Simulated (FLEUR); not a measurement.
# E(M) of TaRu, part 2 of 2

How stiff is the moment of TaRu, and are there other minima?

FLEUR MaX-R8.1; PBEsol; all-electron FLAPW, Dirac cores, scalar-relativistic bands.

So far. Step 3 (No spin polarisation): Its energy lies -0.0 meV a cell from the free run's. Step 4 (Moment fixed at 0.1 μB): Its energy lies +0.3 meV a cell from the free run's.

### 5. Moment fixed at 0.2 μB

The input, inp.xml:

```
<?xml version="1.0" encoding="UTF-8" standalone="no"?>
<fleurInput fleurInputVersion="0.39">
   <comment>
      TaRu
   </comment>
   <calculationSetup>
      <cutoffs Kmax="3.6" Gmax="10.8" GmaxXC="10.8" numbands="0"/>
      <scfLoop itmax="90" minDistance="0.00002" maxIterBroyd="15" imix="Anderson" alpha="0.05" precondParam="0.0" spinf="2.0" sdNocoIR="T"/>
      <coreElectrons ctail="T" frcor="F" kcrel="0" coretail_lmax="0"/>
      <xcFunctional name="PBEs" relativisticCorrections="F"/>
      <magnetism jspins="2" fixed_moment="0.2"/>
      <soc l_soc="F" theta="0.0" phi="0.0" spav="F"/>
      <expertModes spex="0" secvar="F"/>
      <geometryOptimization l_f="F" forcealpha="1.0" forcemix="BFGS" epsdisp="0.00001" epsforce="0.00001"/>
      <ldaU l_linMix="F" mixParam="0.05" spinf="1.0"/>
   </calculationSetup>
   <cell>
      <bzIntegration valenceElectrons="41.0" mode="hist" fermiSmearingEnergy="0.00293995">
         <kPointListSelection listName="default-1"/>
         <xi:include xmlns:xi="http://www.w3.org/2001/XInclude" href="kpts.xml"> </xi:include>
      </bzIntegration>
      <xi:include xmlns:xi="http://www.w3.org/2001/XInclude" href="sym.xml"> </xi:include>
      <bulkLattice scale="1.0">
         <bravaisMatrix>
            <row-1>    6.0225571591001996     0.0000000000000000     0.0000000000000000</row-1>
            <row-2>    0.0000000000000000     6.0225571591001996     0.0000000000000000</row-2>
            <row-3>    0.0000000000000000     0.0000000000000000     6.0225571591001996</row-3>
         </bravaisMatrix>
      </bulkLattice>
   </cell>
   <atomSpecies>
      <species name="Tantalum (Ta)" element="Ta" atomicNumber="73">
         <mtSphere radius="2.54" gridPoints="839" logIncrement="0.016"/>
         <atomicCutoffs lmax="10" lnonsphr="8"/>
         <electronConfig flipSpins="F">
            <coreConfig>(1s1/2) (2s1/2) (2p1/2) (2p3/2) (3s1/2) (3p1/2) (3p3/2) (4s1/2) (3d3/2) (3d5/2) (4p1/2) (4p3/2) (4d3/2) (4d5/2)</coreConfig>
            <valenceConfig>(5s1/2) (5p1/2) (5p3/2) (6s1/2) (4f5/2) (4f7/2) (5d3/2) (5d5/2)</valenceConfig>
            <stateOccupation state="(5d3/2)" spinUp="0.600000" spinDown="0.600000"/>
            <stateOccupation state="(5d5/2)" spinUp="0.900000" spinDown="0.900000"/>
         </electronConfig>
         <energyParameters s="6" p="6" d="5" f="5"/>
         <lo type="SCLO" l="0" n="5" eDeriv="0"/>
         <lo type="SCLO" l="1" n="5" eDeriv="0"/>
         <lo type="SCLO" l="3" n="4" eDeriv="0"/>
      </species>
      <species name="Ruthenium 1.500" element="Ru" atomicNumber="44">
         <mtSphere radius="2.54" gridPoints="839" logIncrement="0.015"/>
         <atomicCutoffs lmax="10" lnonsphr="8"/>
         <electronConfig flipSpins="F">
            <coreConfig>(1s1/2) (2s1/2) (2p1/2) (2p3/2) (3s1/2) (3p1/2) (3p3/2) (4s1/2) (3d3/2) (3d5/2)</coreConfig>
            <valenceConfig>(4p1/2) (4p3/2) (5s1/2) (4d3/2) (4d5/2)</valenceConfig>
            <stateOccupation state="(5s1/2)" spinUp="0.5" spinDown="0.5"/>
            <stateOccupation state="(4d3/2)" spinUp="1.4" spinDown="1.4"/>
            <stateOccupation state="(4d5/2)" spinUp="2.85" spinDown="1.35"/>
         </electronConfig>
         <energyParameters s="5" p="5" d="4" f="4"/>
         <lo type="SCLO" l="1" n="4" eDeriv="0"/>
      </species>
   </atomSpecies>
   <atomGroups>
      <atomGroup species="Tantalum (Ta)">
         <relPos label="                   1">1.000/2.000 1.000/2.000 1.000/2.000</relPos>
         <force calculate="T" relaxXYZ="TTT"/>
      </atomGroup>
      <atomGroup species="Ruthenium 1.500">
         <relPos label="                   2">.0000000000 .0000000000 .0000000000</relPos>
         <force calculate="T" relaxXYZ="TTT"/>
      </atomGroup>
   </atomGroups>
   <output dos="F" band="F" slice="F">
      <bandDOS minEnergy="-.5*Htr" maxEnergy="0.5*Htr" sigma="0.015" storeEVData="T"/>
      <plotting iplot="0" polar="F">
         <plot TwoD="T" vec1="  1.0  0.0  0.0" vec2="  0.0  1.0  0.0" vec3="  0.0  0.0  1.0" zero="  0.0  0.0  0.0" file="plot"/>
      </plotting>
      <moessbauerParams electricFieldGradient="F" isomerShift="F" coreHyperfine="F" valenceHyperfine="F"/>
   </output>
</fleurInput>
```

Launch:

```sh
$ OMP_NUM_THREADS=1 mpirun -n 4 fleur_MPI > fleur.log
```

The program printed:

```text
[banner, memory and clock lines left out]
Welcome to FLEUR        (www.flapw.de)
      MaX-Release 8.1          (www.max-centre.eu)

 ========== k-point set info ==========
 Selected k-point list: default-1
 k-point list type: mesh
 0 x 0 x 0
 Number of k points: 36

 [... set-up left out ...]
 Iteration:     1   Distance:       1.75893773 me/bohr^3
 Iteration:     2   Distance:       1.68395886 me/bohr^3
 Iteration:     3   Distance:       0.27914934 me/bohr^3
 Iteration:     4   Distance:       0.25720726 me/bohr^3
 Iteration:     5   Distance:       0.09462743 me/bohr^3
[...]
<sumOfEigenvalues value="   -12243.6355982256">
               <coreElectrons value="-12230.3650747024"/>
               <valenceElectrons value="-13.2705235231"/>
            </sumOfEigenvalues>
         [... left out ...]
            <freeEnergy value="-20151.0677743449"/>
            <extrapolationTo0K value="-20151.0666630902"/>
         </totalEnergy>
         <densityConvergence units="me/bohr^3">
            <chargeDensity spin="1" distance="0.0000090588"/>
            <chargeDensity spin="2" distance="0.0000076080"/>
            <overallChargeDensity distance="0.0000109370"/>
            <spinDensity distance="0.0000126597"/>
         </densityConvergence>
      </iteration>
```

Elapsed: 14 s, on 4 MPI ranks of Arm Neoverse V1, shared host; peak memory 0.23 GiB; 56 s of CPU time.

This step gave:

```
magnetization : 0.2 μB
```

Its energy lies +1.5 meV a cell from the free run's.

### 6. Moment fixed at 0.3 μB

Edit inp.xml of step 5 so:

```diff
@@ -10,3 +10,3 @@
       <xcFunctional name="PBEs" relativisticCorrections="F"/>
-      <magnetism jspins="2" fixed_moment="0.2"/>
+      <magnetism jspins="2" fixed_moment="0.3"/>
       <soc l_soc="F" theta="0.0" phi="0.0" spav="F"/>
```

The program printed:

```text
[banner, memory and clock lines left out]
Welcome to FLEUR        (www.flapw.de)
      MaX-Release 8.1          (www.max-centre.eu)

 ========== k-point set info ==========
 Selected k-point list: default-1
 k-point list type: mesh
 0 x 0 x 0
 Number of k points: 36

 [... set-up left out ...]
 Iteration:     1   Distance:       2.62926908 me/bohr^3
 Iteration:     2   Distance:       2.51672145 me/bohr^3
 Iteration:     3   Distance:       0.40883554 me/bohr^3
 Iteration:     4   Distance:       0.37557086 me/bohr^3
 Iteration:     5   Distance:       0.20956156 me/bohr^3
[...]
<sumOfEigenvalues value="   -12243.6323693780">
               <coreElectrons value="-12230.3627928002"/>
               <valenceElectrons value="-13.2695765779"/>
            </sumOfEigenvalues>
         [... left out ...]
            <freeEnergy value="-20151.0676966390"/>
            <extrapolationTo0K value="-20151.0666337096"/>
         </totalEnergy>
         <densityConvergence units="me/bohr^3">
            <chargeDensity spin="1" distance="0.0000085829"/>
            <chargeDensity spin="2" distance="0.0000060440"/>
            <overallChargeDensity distance="0.0000087369"/>
            <spinDensity distance="0.0000120023"/>
         </densityConvergence>
      </iteration>
```

The job ended after 14 s (4 MPI ranks; peak memory 0.23 GiB; 57 s of CPU time).

This step gave:

| Quantity | Value |
| --- | --- |
| magnetization | 0.3 μB |

Its energy lies +3.6 meV a cell from the free run's.

### 7. All moments

The other moments were run in the same way.

Energy over the lowest against total spin moment:

| total spin moment (μB a cell) | energy over the lowest (meV a cell) |
| --- | --- |
| 0.000 | 0 |
| 0.000 | 3.0e-4 |
| 0.100 | 0.341 |
| 0.200 | 1.45 |
| 0.300 | 3.57 |
| 0.400 | 7.07 |
| 0.500 | 12.5 |
| 0.600 | 20.5 |

Table of moment, largest sphere moment by total spin moment:

| total spin moment (μB a cell) | moment, largest sphere moment (μB) |
| --- | --- |
| 0.000 | 0 |
| 0.000 | 0 |
| 0.100 | 0.0789 |
| 0.200 | 0.156 |
| 0.300 | 0.230 |
| 0.400 | 0.299 |
| 0.500 | 0.365 |
| 0.600 | 0.426 |

### 8. What came out

```
moment of the free run     : 4.2e-6 μB a cell
moment of the lowest point : 0 μB a cell
energy of the spinless run : 0 meV a cell over the lowest
```

**Reading.** The curve is lowest at zero moment. The free run fell to the same state without moments. Opposed orders, which also have no total moment, were not run.

[Logs and program files are shortened in this print: banners, set-up blocks, solver, clock and traceback lines can be left out without a mark of their own.]

[Logs are printed without paths, hosts, clocks, repeated set-up lines and the standing remarks that a program may print on its own settings, such as how far it seeks lower states.]

[Hosts, paths, dates, database ids (printed as entryN), source tags and the programs' standing remarks are cut or masked in the printed files.]

[Where a cell is said to come from a database of computed structures, the database is the Materials Project.]
